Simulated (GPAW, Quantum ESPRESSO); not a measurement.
# Y L₃-edge XANES of Y (P6_3/mmc), part 2 of 2

Aim: the Y L₃ edge of Y (P6_3/mmc) by two routes, a Lanczos recursion (XSpectra) and a sum over empty bands (GPAW), to see which features are robust.

Quantum ESPRESSO 7.5 and GPAW 26.7.0; core-hole supercells, plane-wave PAW PBE.

So far. Step 8 (The field without a hole (GPAW)): The mesh shows no gap, so the system is treated as a metal and the core electron is put at the Fermi level (neutral cell). Step 9 (Spectrum without a core hole, Y atom 1 (GPAW)): Main maxima below 30 eV (height): 1.8 eV (1.56), 4.8 eV (2.59), 10.6 eV (0.92) and 17.6 eV (0.75). 

## Step 10: Supercell without a hole, the energy reference (GPAW)

Total energies of two programs can't be mixed, so the cell and mesh of GPAW's hole run get a reference energy of their own.

Input file scf.py:

```python
import numpy as np
from ase import Atoms
from ase.parallel import parprint, paropen
from gpaw import GPAW, PW, FermiDirac, Mixer, MixerDif, setup_paths
from gpaw.test import gen
setup_paths.insert(0, '.')
gen('Y', name='nch2p', xcname='PBE', corehole=(2, 1, 0), write_xml=True)
from gpaw.mpi import world
world.barrier()

atoms = Atoms('Y8',
    cell=[[-1.8237, -3.15874106, -5.7306],
     [1.8237, 3.15874106, -5.7306],
     [7.2948, 0, 0]],
    scaled_positions=[[0.45833333, 0.79166667, 0.16666667],
     [0.95833333, 0.29166667, 0.16666667],
     [0.45833333, 0.79166667, 0.66666667],
     [0.95833333, 0.29166667, 0.66666667],
     [0.54166667, 0.20833333, 0.83333333],
     [0.04166667, 0.70833333, 0.83333333],
     [0.54166667, 0.20833333, 0.33333333],
     [0.04166667, 0.70833333, 0.33333333]],
    pbc=True)
atoms.calc = calc = GPAW(legacy_gpaw=True, mode=PW(500, force_complex_dtype=True), xc='PBE', setups={0: 'nch2p'},
    kpts={'size': (3, 3, 3), 'gamma': True}, occupations=FermiDirac(0.1),
    charge=0, mixer=Mixer(0.1, 5, 50), maxiter=150,
    convergence={'density': 0.0001, 'eigenstates': 1e-6}, txt='scf.txt')
energy = atoms.get_potential_energy() + calc.get_reference_energy()
ef = calc.get_fermi_level()
out = dict(energy=energy, fermi=ef, forces=atoms.get_forces().tolist())
parprint(f'all-electron energy {energy:.4f} eV, Fermi level {ef:.4f} eV')
ev = np.array([[calc.get_eigenvalues(k, s) for k in range(len(calc.get_ibz_k_points()))] for s in range(calc.get_number_of_spins())])
out['homo'], out['lumo'], out['counts'] = ev[ev < ef].max(), ev[ev > ef].min(), sorted(set((ev < ef).sum((0, 2)).tolist()))
out['filled'] = (ev[:, 0] < ef).sum(1).tolist()
import json
with paropen('out.json', 'w') as f:
    json.dump(out, f)
```

Started as:

```
$ OMP_NUM_THREADS=1 mpirun -n 4 gpaw python scf.py
```

It took 25 s on 4 MPI ranks of Intel Xeon 6975P-C (Granite Rapids), shared host; peak memory 0.33 GiB; 98 s of CPU time.

Reference energy: -736768.732 eV with the cores included.

## Step 11: Spectrum with XCH, Y atom 1 (GPAW)

The holes are 6.8 Å apart. The excited electron is kept in the cell, where it fills the lowest empty states and screens the hole. After the field has converged, empty bands are computed with the density fixed and the dipole matrix elements are summed.

Input file xas.py:

```python
import numpy as np
from ase import Atoms
from ase.parallel import parprint, paropen
from gpaw import GPAW, PW, FermiDirac, Mixer, MixerDif, setup_paths
from gpaw.test import gen
setup_paths.insert(0, '.')
gen('Y', name='fch2p', xcname='PBE', corehole=(2, 1, 1), write_xml=True)
from gpaw.mpi import world
world.barrier()

atoms = Atoms('Y8',
    cell=[[-1.8237, -3.15874106, -5.7306],
     [1.8237, 3.15874106, -5.7306],
     [7.2948, 0, 0]],
    scaled_positions=[[0.45833333, 0.79166667, 0.16666667],
     [0.95833333, 0.29166667, 0.16666667],
     [0.45833333, 0.79166667, 0.66666667],
     [0.95833333, 0.29166667, 0.66666667],
     [0.54166667, 0.20833333, 0.83333333],
     [0.04166667, 0.70833333, 0.83333333],
     [0.54166667, 0.20833333, 0.33333333],
     [0.04166667, 0.70833333, 0.33333333]],
    pbc=True)
atoms.calc = calc = GPAW(legacy_gpaw=True, mode=PW(500, force_complex_dtype=True), xc='PBE', setups={0: 'fch2p'},
    kpts={'size': (3, 3, 3), 'gamma': True}, occupations=FermiDirac(0.1),
    charge=-1, mixer=Mixer(0.1, 5, 50), maxiter=150,
    convergence={'density': 0.0001, 'eigenstates': 1e-6}, txt='scf.txt')
energy = atoms.get_potential_energy() + calc.get_reference_energy()
ef = calc.get_fermi_level()
out = dict(energy=energy, fermi=ef, forces=atoms.get_forces().tolist())
parprint(f'all-electron energy {energy:.4f} eV, Fermi level {ef:.4f} eV')
ev = np.array([[calc.get_eigenvalues(k, s) for k in range(len(calc.get_ibz_k_points()))] for s in range(calc.get_number_of_spins())])
out['homo'], out['lumo'], out['counts'] = ev[ev < ef].max(), ev[ev > ef].min(), sorted(set((ev < ef).sum((0, 2)).tolist()))
out['filled'] = (ev[:, 0] < ef).sum(1).tolist()

from ase.units import Ha
from gpaw.xas import dipole_matrix_elements
nb = int(calc.get_number_of_electrons() / 2) + 200
top, nb = nb, nb + 8 + nb // 12
nscf = calc.fixed_density(kpts={'size': (4, 4, 4), 'gamma': True}, nbands=nb,
    convergence={'bands': top, 'eigenstates': 5e-3}, maxiter=60, txt='nscf.txt')
cell = atoms.cell.array
ops = [cell.T @ U.T @ np.linalg.inv(cell.T) for U in nscf.wfs.kd.symmetry.op_scc]
E = np.arange(-6, 34, 0.1)
fwhm = np.interp(E, [4, 25], [1.5, 3.5])
Y, X, zero, highest = 0, 0, 1e9, 1e9
for spin in range(nscf.get_number_of_spins()):
    wfs = nscf.wfs
    mine = wfs.bd.get_slice()  # this rank's bands
    A = dipole_matrix_elements(wfs.setups[0])
    eps = np.zeros((wfs.kd.nibzkpts, nb))
    d = np.zeros((3, A.shape[1], wfs.kd.nibzkpts, nb), complex)
    for kpt in wfs.kpt_u:
        if kpt.s == spin and 0 in kpt.P_ani:
            eps[kpt.k, mine] = kpt.eps_n * Ha
            d[:, :, kpt.k, mine] = (kpt.weight * wfs.nspins / 2) ** 0.5 * np.inner(A, kpt.P_ani[0])
    world.sum(eps)
    world.sum(d)
    T = np.einsum('amkn,bmkn->abkn', d, d.conj()).real
    T = sum(np.einsum('ai,ijkn,bj->abkn', R, T, R) for R in ops) / len(ops)
    empty = eps > ef
    zero, highest = min(zero, eps[empty].min()), min(highest, eps[:, top - 1].min())
    lines = [(eps, T, empty)] if spin == 0 else lines + [(eps, T, empty)]
for eps, T, empty in lines:
    f = np.einsum('aakn->akn', T).reshape(3, -1)
    x = eps.ravel() - zero
    w = np.interp(x, E, fwhm) / 2.35482
    g = np.exp(-0.5 * ((E[:, None] - x) / w) ** 2) / (w * (2 * np.pi) ** 0.5)
    Y = Y + (f * empty.ravel()) @ g.T
    X = X + (f * ~empty.ravel()) @ g.T
out.update(E=E.round(2).tolist(), xas=Y.tolist(), xes=X.tolist(), zero=zero, valid=highest - zero, nk=len(eps), nb=nb)
for i in range(0, len(E), 10):
    parprint(f'{E[i]:7.2f}', *(f'{v:10.3e}' for v in Y[:, i]))
import json
with paropen('out.json', 'w') as f:
    json.dump(out, f)
```

Started as:

```
$ OMP_NUM_THREADS=1 mpirun -n 4 gpaw python xas.py
```

Run time: 3.4 min. Hardware: 4 MPI ranks; peak memory 0.76 GiB.

The Y L₃ spectrum, Y atom 1, excited-electron core hole (neutral cell) (energy from the lowest empty level; intensity scaled to a mean of 1 over the first 20 eV; polarised curves are means over the symmetry-equivalent atoms):

| E (eV) | isotropic | ε ⊥ c | ε ∥ c |
| --- | --- | --- | --- |
| -2.0 | 0.00 | 0.00 | 0.00 |
| -1.5 | 0.02 | 0.02 | 0.02 |
| -1.0 | 0.12 | 0.13 | 0.11 |
| -0.5 | 0.46 | 0.46 | 0.44 |
| 0.0 | 1.10 | 1.08 | 1.14 |
| 0.5 | 1.92 | 1.85 | 2.07 |
| 1.0 | 2.56 | 2.51 | 2.67 |
| 1.5 | 2.63 | 2.68 | 2.53 |
| 2.0 | 2.23 | 2.33 | 2.03 |
| 2.5 | 1.80 | 1.85 | 1.71 |
| 3.0 | 1.75 | 1.73 | 1.78 |
| 3.5 | 2.12 | 2.09 | 2.17 |
| 4.0 | 2.46 | 2.45 | 2.47 |
| 4.5 | 2.26 | 2.26 | 2.25 |
| 5.0 | 1.62 | 1.61 | 1.64 |
| 5.5 | 0.98 | 0.96 | 1.03 |
| 6.0 | 0.61 | 0.59 | 0.65 |
| 6.5 | 0.51 | 0.50 | 0.51 |
| 7.0 | 0.53 | 0.54 | 0.52 |
| 7.5 | 0.59 | 0.59 | 0.58 |
| 8.0 | 0.63 | 0.63 | 0.63 |
| 8.5 | 0.65 | 0.65 | 0.66 |
| 9.0 | 0.68 | 0.68 | 0.67 |
| 9.5 | 0.71 | 0.72 | 0.69 |
| 10.0 | 0.74 | 0.76 | 0.71 |
| 10.5 | 0.75 | 0.77 | 0.72 |
| 11.0 | 0.72 | 0.72 | 0.71 |
| 11.5 | 0.65 | 0.64 | 0.67 |
| 12.0 | 0.57 | 0.55 | 0.61 |
| 12.5 | 0.50 | 0.48 | 0.53 |
| 13.0 | 0.44 | 0.43 | 0.47 |
| 13.5 | 0.42 | 0.42 | 0.43 |
| 14.0 | 0.42 | 0.42 | 0.42 |
| 14.5 | 0.44 | 0.44 | 0.45 |
| 15.0 | 0.49 | 0.48 | 0.49 |
| 15.5 | 0.54 | 0.54 | 0.55 |
| 16.0 | 0.60 | 0.60 | 0.60 |
| 16.5 | 0.65 | 0.65 | 0.63 |
| 17.0 | 0.67 | 0.68 | 0.65 |
| 17.5 | 0.67 | 0.69 | 0.64 |
| 18.0 | 0.66 | 0.68 | 0.63 |
| 18.5 | 0.64 | 0.65 | 0.61 |
| 19.0 | 0.61 | 0.62 | 0.60 |
| 19.5 | 0.59 | 0.59 | 0.60 |
| 20.0 | 0.58 | 0.57 | 0.61 |
| 20.5 | 0.58 | 0.56 | 0.62 |
| 21.0 | 0.58 | 0.56 | 0.62 |
| 21.5 | 0.58 | 0.56 | 0.61 |
| 22.0 | 0.57 | 0.55 | 0.59 |
| 22.5 | 0.55 | 0.54 | 0.55 |
| 23.0 | 0.52 | 0.52 | 0.51 |
| 23.5 | 0.49 | 0.50 | 0.47 |
| 24.0 | 0.47 | 0.48 | 0.44 |
| 24.5 | 0.45 | 0.46 | 0.42 |
| 25.0 | 0.44 | 0.45 | 0.42 |
| 25.5 | 0.44 | 0.45 | 0.42 |
| 26.0 | 0.45 | 0.46 | 0.44 |
| 26.5 | 0.47 | 0.47 | 0.46 |
| 27.0 | 0.48 | 0.48 | 0.49 |
| 27.5 | 0.50 | 0.49 | 0.51 |
| 28.0 | 0.51 | 0.50 | 0.53 |
| 28.5 | 0.52 | 0.51 | 0.54 |
| 29.0 | 0.53 | 0.52 | 0.54 |
| 29.5 | 0.53 | 0.53 | 0.53 |
| 30.0 | 0.53 | 0.53 | 0.52 |
| 30.5 | 0.53 | 0.54 | 0.51 |
| 31.0 | 0.53 | 0.54 | 0.50 |
| 31.5 | 0.53 | 0.54 | 0.50 |
| 32.0 | 0.52 | 0.54 | 0.50 |

Main maxima below 30 eV (height): 1.4 eV (2.68), 4.0 eV (2.46), 10.4 eV (0.75) and 17.2 eV (0.68). 

## Step 12: The two programs side by side

The line shapes differ (Lorentzian half width 0.75 eV up to 4 eV, rising linearly to 1.75 eV at 25 eV (not a setting of the program: the run's 0.4 eV curve was folded afterwards with a further Lorentzian), against Gaussian full width 1.5 eV up to 4 eV, rising linearly to 3.5 eV at 25 eV), so both get a further Gaussian of 1.5 eV full width before they are compared; the Lorentzian tails remain.

| E (eV) | XSpectra | GPAW |
| --- | --- | --- |
| -2.00 | 0.26 | 0.03 |
| -1.25 | 0.45 | 0.18 |
| -0.50 | 0.83 | 0.66 |
| 0.25 | 1.41 | 1.49 |
| 1.00 | 1.92 | 2.21 |
| 1.75 | 2.06 | 2.29 |
| 2.50 | 1.95 | 2.02 |
| 3.25 | 1.94 | 2.03 |
| 4.00 | 1.97 | 2.15 |
| 4.75 | 1.71 | 1.80 |
| 5.50 | 1.25 | 1.14 |
| 6.25 | 0.92 | 0.69 |
| 7.00 | 0.78 | 0.57 |
| 7.75 | 0.75 | 0.60 |
| 8.50 | 0.74 | 0.65 |
| 9.25 | 0.74 | 0.69 |
| 10.00 | 0.74 | 0.73 |
| 10.75 | 0.72 | 0.71 |
| 11.50 | 0.67 | 0.64 |
| 12.25 | 0.61 | 0.54 |
| 13.00 | 0.55 | 0.46 |
| 13.75 | 0.53 | 0.44 |
| 14.50 | 0.53 | 0.46 |
| 15.25 | 0.56 | 0.52 |
| 16.00 | 0.59 | 0.59 |
| 16.75 | 0.62 | 0.65 |
| 17.50 | 0.63 | 0.66 |
| 18.25 | 0.62 | 0.64 |
| 19.00 | 0.60 | 0.62 |
| 19.75 | 0.58 | 0.59 |
| 20.50 | 0.57 | 0.58 |
| 21.25 | 0.56 | 0.58 |
| 22.00 | 0.54 | 0.56 |
| 22.75 | 0.52 | 0.53 |
| 23.50 | 0.50 | 0.49 |
| 24.25 | 0.48 | 0.46 |
| 25.00 | 0.47 | 0.45 |
| 25.75 | 0.47 | 0.45 |
| 26.50 | 0.47 | 0.47 |
| 27.25 | 0.48 | 0.49 |
| 28.00 | 0.49 | 0.51 |
| 28.75 | 0.50 | 0.52 |
| 29.50 | 0.50 | 0.53 |
| 30.25 | 0.50 | 0.53 |
| 31.00 | 0.50 | 0.53 |
| 31.75 | 0.50 | 0.53 |

|  | XSpectra | GPAW |
| --- | --- | --- |
| k mesh of the spectrum | 4×4×4 | 4×4×4 |
| cutoff (eV) | 558 | 500 |
| highest intensity below 24 eV after the common broadening, eV (height) | 1.6 (2.07) | 1.4 (2.33) |
| core time, hole field and spectrum | 50 min | 14 min |

## Step 13: What the core hole does

XSpectra's curves. Both curves are counted from their own zero, so only the shift of weight within the empty states shows.

| E (eV) | no hole | XCH |
| --- | --- | --- |
| -2.0 | 0.16 | 0.23 |
| -1.0 | 0.28 | 0.45 |
| 0.0 | 0.64 | 1.16 |
| 1.0 | 1.15 | 2.13 |
| 2.0 | 1.45 | 2.07 |
| 3.0 | 1.42 | 1.81 |
| 4.0 | 1.82 | 2.17 |
| 5.0 | 2.14 | 1.57 |
| 6.0 | 1.43 | 0.91 |
| 7.0 | 1.00 | 0.75 |
| 8.0 | 0.92 | 0.74 |
| 9.0 | 0.86 | 0.74 |
| 10.0 | 0.89 | 0.75 |
| 11.0 | 0.89 | 0.72 |
| 12.0 | 0.77 | 0.63 |
| 13.0 | 0.66 | 0.54 |
| 14.0 | 0.59 | 0.52 |
| 15.0 | 0.60 | 0.54 |
| 16.0 | 0.65 | 0.60 |
| 17.0 | 0.70 | 0.64 |
| 18.0 | 0.70 | 0.62 |
| 19.0 | 0.67 | 0.59 |
| 20.0 | 0.64 | 0.57 |
| 21.0 | 0.63 | 0.56 |
| 22.0 | 0.62 | 0.55 |
| 23.0 | 0.59 | 0.52 |
| 24.0 | 0.54 | 0.48 |
| 25.0 | 0.52 | 0.46 |
| 26.0 | 0.52 | 0.47 |
| 27.0 | 0.52 | 0.48 |
| 28.0 | 0.53 | 0.50 |
| 29.0 | 0.54 | 0.50 |
| 30.0 | 0.54 | 0.50 |
| 31.0 | 0.55 | 0.50 |
| 32.0 | 0.55 | 0.50 |

With each curve scaled to its own mean, the area from −2 to 6 eV with the hole is 11.9 against 9.8, and the centre of weight from −1 to 20 eV moves by -1.1 eV: the hole pulls the absorber's empty states down.

## Step 14: Runs not followed above

These runs aren't followed: redraws of a spectrum that repeat one shown, runs with a planted fault or a state judged unsound, or a program's part that gave no sound spectrum.

| program | step | status | elapsed |
| --- | --- | --- | --- |
| Quantum ESPRESSO | no core hole, redrawn | converged | 12 s |
| Quantum ESPRESSO | spectrum with XCH, redrawn | converged | 8.8 s |

## Step 15: What came out

```yaml
absorber_and_edge: Y L₃, atom 1 of the ground-state input (counted from 1)
surroundings: 6 Y at 3.56 Å and 6 Y at 3.65 Å (anticuboctahedral, as in hcp, site symmetry -6m2)
highest_intensity_below_24_ev_xspectra_narrow_line: 1.5 eV above the zero, height 2.25
```

**Reading.** The two programs agree on the overall shape: 13 % r.m.s. remains over the first 14 eV after a relative shift of 0.0 eV; their raw zeros differ by 0 eV. What differs may come from the PAW partial waves, meshes, cutoffs and line shapes. In XSpectra the Y L₃ edge of atom 1, with 6 Y at 3.56 Å and 6 Y at 3.65 Å (anticuboctahedral, as in hcp, site symmetry -6m2), has its highest intensity of the first 24 eV at 1.5 eV above the zero, 2.3 times the mean level of the first 20 eV (Lorentzian half width 0.75 eV up to 4 eV, rising linearly to 1.75 eV at 25 eV (not a setting of the program: the run's 0.4 eV curve was folded afterwards with a further Lorentzian)). In XSpectra: With each curve scaled to its own mean, the area from −2 to 6 eV with the hole is 11.9 against 9.8, and the centre of weight from −1 to 20 eV moves by -1.1 eV: the hole pulls the absorber's empty states down. In GPAW: With each curve scaled to its own mean, the area from −2 to 6 eV with the hole is 12.2 against 10.0, and the centre of weight from −1 to 20 eV moves by -1.2 eV: the hole pulls the absorber's empty states down. 3 further runs of this session are left out of this account as redundant. Only the L₃ part is meant: spin–orbit coupling of the core level isn't computed and the L₂ copy isn't added. The structure is a published determination, not relaxed.

[Logs are printed without paths, hosts, clocks, repeated set-up lines and the standing remarks that a program may print on its own settings, such as how far it seeks lower states.]

[Hosts, paths, dates, database ids (printed as entryN), source tags and the programs' standing remarks are cut or masked in the printed files.]

[Lists of maxima count a maximum above −3 eV only where it reaches 4 % of the highest in the window and stands out from its surroundings by 2 % of it (1.5 % where it reaches 55 %); shoulders and weaker maxima are passed over, and of the rest the first, up to two pre-edge ones and the few strongest are named.]
